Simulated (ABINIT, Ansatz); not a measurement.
# How the form of the self-energy moves the gap of CsAsF6 (R-3)

Wanted: the gap of CsAsF6 (R-3) under several approximations, with cost.

Program: ABINIT 10.8.3. Level of theory: PBEsol and many-body steps on it, plane waves. Results are calculated unless marked as measured.

This is a report of a sequence of runs, with most program output left out.

### 1. The structure

The structure is trigonal, space group R-3 (No. 148). Conventional cell: a = 7.712 Å, b = 7.712 Å, c = 7.866 Å, α = 90.00°, β = 90.00°, γ = 120.00°. Cs has 12 F at 3.10 to 3.24 Å nearest. As has 6 F at 1.75 Å nearest. Nearest to F lie 1 As at 1.75 Å and 2 Cs at 3.10 to 3.24 Å. Farther neighbours and most contacts between anions are not listed.

The cell and positions are those that the Materials Project relaxed with its own functionals (PBE, PBE+U or r2SCAN), kept fixed. Spin-orbit coupling is left out unless a step names it.

### 2. Empty states on the mesh, 2×2×2 mesh, 484 bands

This step: ABINIT 10.8.3; DFT, PBEsol, plane waves, norm-conserving pseudopotentials.

The sums over transitions need many empty states on a uniform mesh; this step solves for them.

Contents of run.abi:

```
acell 3*1.0 Angstrom
rprim 
  3.855859826403 2.226181708716 2.622049894613
  -3.855859826403 2.226181708716 2.622049894613
  -0.000000000000 -4.452363417478 2.622049894574
ntypat 3
znucl 55 33 9
natom 8
typat 1 2 3 3 3 3 3 3
xred 
  0.500000000000 0.500000000000 0.500000000000
  -0.000000000000 -0.000000000000 -0.000000000000
  0.189597360000 0.275478300000 0.922344570000
  0.275478300000 0.922344570000 0.189597360000
  0.077655430000 0.810402640000 0.724521700000
  0.724521700000 0.077655430000 0.810402640000
  0.810402640000 0.724521700000 0.077655430000
  0.922344570000 0.189597360000 0.275478300000
pp_dirpath "pseudos"
pseudos "Cs.upf, As.upf, F.upf"
ecut 44
ngkpt 2 2 2
nshiftk 1
shiftk 0 0 0
kptopt 1
chksymbreak 0
iscf -2
irdden 1
istwfk *1
nband 484
nbdbuf 44
tolwfr 1e-09
nstep 60
prtvol 0
indata_prefix "in"
outdata_prefix "out"
tmpdata_prefix "tmp"
```

Command:

```bash
$ OMP_NUM_THREADS=1 mpirun -n 8 abinit run.abi > log
```

Run time: 6.9 min. Hardware: 8 MPI ranks of Arm Neoverse V2, shared host; peak memory 1.3 GiB.

Numbers from this step:

| Quantity | Value |
| --- | --- |
| gap | 5.678 eV |
| k of the valence top | 0, 0, 0 |
| k of the conduction bottom | 0, 0, 0 |
| least direct gap | 5.678 eV |
| k points computed | 4 |
| lowest point of the top converged band, above the valence top | 117.1227 eV |

On this mesh the gap is 5.678 eV.

The density comes from a self-consistent run that is not shown.

### 3. Screening, 2×2×2 mesh, 201 bands, screening to 141.5 eV

The RPA dielectric matrix is built and inverted for each q.

This step: RPA screening on PBEsol, plane waves, norm-conserving pseudopotentials.

run.abi, as its differences from that of step 2:

```diff
@@ -26,10 +26,11 @@
 chksymbreak 0
-iscf -2
-irdden 1
 istwfk *1
-nband 484
-nbdbuf 44
-tolwfr 1e-09
-nstep 60
-prtvol 0
+occopt 1
+irdwfk 1
+optdriver 3
+nband 201
+ecuteps 5.2
+inclvkb 2
+awtr 1
+symchi 1
 indata_prefix "in"
```

Elapsed: 73 s, on 8 MPI ranks; peak memory 4.3 GiB.

This step gave:

| Property | Result |
| --- | --- |
| ε∞ with local fields, on this mesh, along the program's q direction | 2.020 |
| the same without local fields | 2.294 |
| plasma frequency | 27.49 eV |
| plane waves in the screening matrix | 497 |

Local fields lower ε∞ by 12 %. On a Γ-centred mesh this coarse the value itself is usually too large, while a short band sum pulls it down.

### 4. G0W0, Godby-Needs plasmon pole

The self-energy is evaluated for the states that the input lists, and the levels follow from it, in one-shot runs by the linearised quasiparticle equation.

This step: G0W0 on PBEsol, plane waves, norm-conserving pseudopotentials.

run.abi, as its differences from that of step 3:

```diff
@@ -29,8 +29,15 @@
 irdwfk 1
-optdriver 3
+optdriver 4
 nband 201
+gwcalctyp 0
+ecutsigx 44
+symsigma 1
+nkptgw 1
+kptgw 
+  0.0000000000 0.0000000000 0.0000000000
+bdgw 
+  35 39
 ecuteps 5.2
-inclvkb 2
-awtr 1
-symchi 1
+irdscr 1
+ppmodel 1
 indata_prefix "in"
```

Wall time 9.1 s (8 MPI ranks); peak memory 1.8 GiB; 71 s of CPU time.

This step gave:

| Quantity | Value |
| --- | --- |
| G0W0 gap on the points computed | 10.35 eV |
| starting gap on the mesh | 5.678 eV |
| k of the valence top | 0, 0, 0 |
| k of the conduction bottom | 0, 0, 0 |
| Z at the valence top | 0.814 |
| Z at the conduction bottom | 0.864 |
| least direct G0W0 gap on the computed points | 10.35 eV |

The gap on the mesh goes from 5.68 eV to 10.35 eV, a correction of +4.67 eV.

### 5. G0W0, von der Linden-Horsch plasmon pole

run.abi, as its differences from that of step 4:

```diff
@@ -41,3 +41,3 @@
 irdscr 1
-ppmodel 1
+ppmodel 3
 indata_prefix "in"
```

Elapsed: 7.9 s, on 8 MPI ranks; peak memory 2 GiB; 63 s of CPU time.

This step gave:

```
G0W0 gap on the points computed              : 10.75 eV
starting gap on the mesh                     : 5.678 eV
k of the valence top                         : 0, 0, 0
k of the conduction bottom                   : 0, 0, 0
Z at the valence top                         : 0.894
Z at the conduction bottom                   : 0.919
least direct G0W0 gap on the computed points : 10.75 eV
```

Against G0W0 in ABINIT (2×2×2 mesh, 201 bands, screening to 141.5 eV, Godby-Needs plasmon pole), the gap moves by +0.402 eV.

### 6. G0W0, Engel-Farid plasmon pole

run.abi, as its differences from that of step 5:

```diff
@@ -41,3 +41,3 @@
 irdscr 1
-ppmodel 3
+ppmodel 4
 indata_prefix "in"
```

Wall time 8 s (8 MPI ranks); peak memory 2 GiB.

This step gave:

```yaml
g0w0_gap_on_the_points_computed: 10.43 eV
starting_gap_on_the_mesh: 5.678 eV
k_of_the_valence_top: 0, 0, 0
k_of_the_conduction_bottom: 0, 0, 0
least_direct_g0w0_gap_on_the_computed_points: 10.43 eV
```

Against G0W0 in ABINIT (2×2×2 mesh, 201 bands, screening to 141.5 eV, Godby-Needs plasmon pole), the gap moves by +0.077 eV.

### 7. One-shot Hartree-Fock

This step: one-shot Hartree-Fock on PBEsol, plane waves, norm-conserving pseudopotentials.

run.abi, as its differences from that of step 6:

```diff
@@ -30,4 +30,4 @@
 optdriver 4
-nband 201
-gwcalctyp 0
+nband 41
+gwcalctyp 5
 ecutsigx 44
@@ -39,5 +39,4 @@
   35 39
-ecuteps 5.2
-irdscr 1
-ppmodel 4
+ixc_sigma 40
+fftgw 31
 indata_prefix "in"
```

Elapsed: 3.5 s, on 8 MPI ranks; peak memory 1.4 GiB; 27 s of CPU time.

Numbers from this step:

- quasiparticle gap on the points computed: 18.54 eV
- starting gap on the mesh: 5.678 eV
- k of the valence top: 0, 0, 0
- k of the conduction bottom: 0, 0, 0
- least direct quasiparticle gap on the computed points: 18.54 eV

Against G0W0 in ABINIT (2×2×2 mesh, 201 bands, screening to 141.5 eV, Godby-Needs plasmon pole), the gap moves by +8.185 eV.

### 8. Screening, 2×2×2 mesh, 201 bands, screening to 141.5 eV

This step: RPA screening on PBEsol, plane waves, norm-conserving pseudopotentials.

run.abi, as its differences from that of step 7:

```diff
@@ -29,14 +29,14 @@
 irdwfk 1
-optdriver 4
-nband 41
-gwcalctyp 5
-ecutsigx 44
-symsigma 1
-nkptgw 1
-kptgw 
-  0.0000000000 0.0000000000 0.0000000000
-bdgw 
-  35 39
-ixc_sigma 40
-fftgw 31
+optdriver 3
+nband 201
+ecuteps 5.2
+inclvkb 2
+awtr 1
+symchi 1
+gwcalctyp 2
+nfreqre 16
+freqremax 40 eV
+nfreqim 8
+spmeth 1
+nomegasf 120
 indata_prefix "in"
```

It took 85 s on 8 MPI ranks; peak memory 7.8 GiB.

This step gave:

* ε∞ with local fields, on this mesh, along the program's q direction: 2.029
* the same without local fields: 2.308
* plasma frequency: 27.49 eV
* plane waves in the screening matrix: 497

### 9. G0W0, contour deformation

This step: G0W0 on PBEsol, plane waves, norm-conserving pseudopotentials.

run.abi, as its differences from that of step 8:

```diff
@@ -29,14 +29,14 @@
 irdwfk 1
-optdriver 3
+optdriver 4
 nband 201
+gwcalctyp 2
+ecutsigx 44
+symsigma 1
+nkptgw 1
+kptgw 
+  0.0000000000 0.0000000000 0.0000000000
+bdgw 
+  35 39
 ecuteps 5.2
-inclvkb 2
-awtr 1
-symchi 1
-gwcalctyp 2
-nfreqre 16
-freqremax 40 eV
-nfreqim 8
-spmeth 1
-nomegasf 120
+irdscr 1
 indata_prefix "in"
```

Wall time 7.6 s (8 MPI ranks); peak memory 2.7 GiB.

Numbers from this step:

```
G0W0 gap on the points computed              : 10.28 eV
starting gap on the mesh                     : 5.678 eV
k of the valence top                         : 0, 0, 0
k of the conduction bottom                   : 0, 0, 0
least direct G0W0 gap on the computed points : 10.28 eV
```

Against G0W0 in ABINIT (2×2×2 mesh, 201 bands, screening to 141.5 eV, Godby-Needs plasmon pole), the gap moves by −0.070 eV.

### 10. Side by side

Times are wall times on 8 MPI ranks of Arm Neoverse V2, shared host, good to a factor of about two. A run's time includes the screening step that it read.

| run | mesh | bands | screening cutoff (eV) | DFT gap (eV) | gap on the mesh (eV) | direct (eV) | ε∞ used | time |
| --- | --- | --- | --- | --- | --- | --- | --- | --- |
| G0W0, Godby-Needs plasmon pole | 2×2×2 | 201 | 141.5 | 5.678 | 10.350 | 10.350 | 2.02 | 82 s |
| G0W0, von der Linden-Horsch plasmon pole | 2×2×2 | 201 | 141.5 | 5.678 | 10.752 | 10.752 | 2.02 | 81 s |
| G0W0, Engel-Farid plasmon pole | 2×2×2 | 201 | 141.5 | 5.678 | 10.427 | 10.427 | 2.02 | 81 s |
| one-shot Hartree-Fock | 2×2×2 | - | - | 5.678 | 18.535 | 18.535 | - | 3.5 s |
| G0W0, contour deformation | 2×2×2 | 201 | 141.5 | 5.678 | 10.280 | 10.280 | 2.03 | 93 s |

### 11. Outcome

```json
{"G0W0, Godby-Needs plasmon pole": "10.350 eV", "G0W0, von der Linden-Horsch plasmon pole": "10.752 eV", "G0W0, Engel-Farid plasmon pole": "10.427 eV", "one-shot Hartree-Fock": "18.535 eV", "G0W0, contour deformation": "10.280 eV", "known limits": "not at the basis limit; no spin-orbit coupling; coarse k mesh"}
```

**Reading.** G0W0, von der Linden-Horsch plasmon pole: +0.402 eV against G0W0, Godby-Needs plasmon pole. G0W0, Engel-Farid plasmon pole: +0.077 eV against G0W0, Godby-Needs plasmon pole. One-shot Hartree-Fock: +8.185 eV against G0W0, Godby-Needs plasmon pole. G0W0, contour deformation: −0.070 eV against G0W0, Godby-Needs plasmon pole. Bare exchange alone opens the gap to 18.54 eV; against G0W0, correlation takes back 8.19 eV. Bands and cutoff are finite, so the gap is not at the basis limit. The miss can reach some tenths of an eV and take either sign; the mesh is an error of its own. In the G0W0 runs levels were corrected at 1 k point alone, so a gap called «on the mesh» is the least over those, and an edge elsewhere would be missed. The 2×2×2 mesh is coarse for this cell, which bears on the long-range parts of exchange and screening. The many-body steps are scalar-relativistic: spin-orbit coupling is not in them.

[Paths, hosts, dates, memory and timing lines, banners, echoed tables and standing remarks are left out of the program output.]

[Logs are printed without paths, hosts, clocks, repeated set-up lines and the standing remarks that a program may print on its own settings, such as how far it seeks lower states.]

[Runs of the session that timed out or met a known fault of the program may be left out.]

[Hosts, paths, dates, database ids (printed as entryN), source tags and the programs' standing remarks are cut or masked in the printed files.]

[G0W0 gaps are taken among the corrected bands and points alone; a level outside them can change the order at an edge.]

[Where Ansatz stands beside ABINIT at settings called matched, ABINIT's density can come from a denser mesh and the files from another edition; pairs whose starting gaps differed by over 0.03 eV were left out, so agreement reads better than it is.]
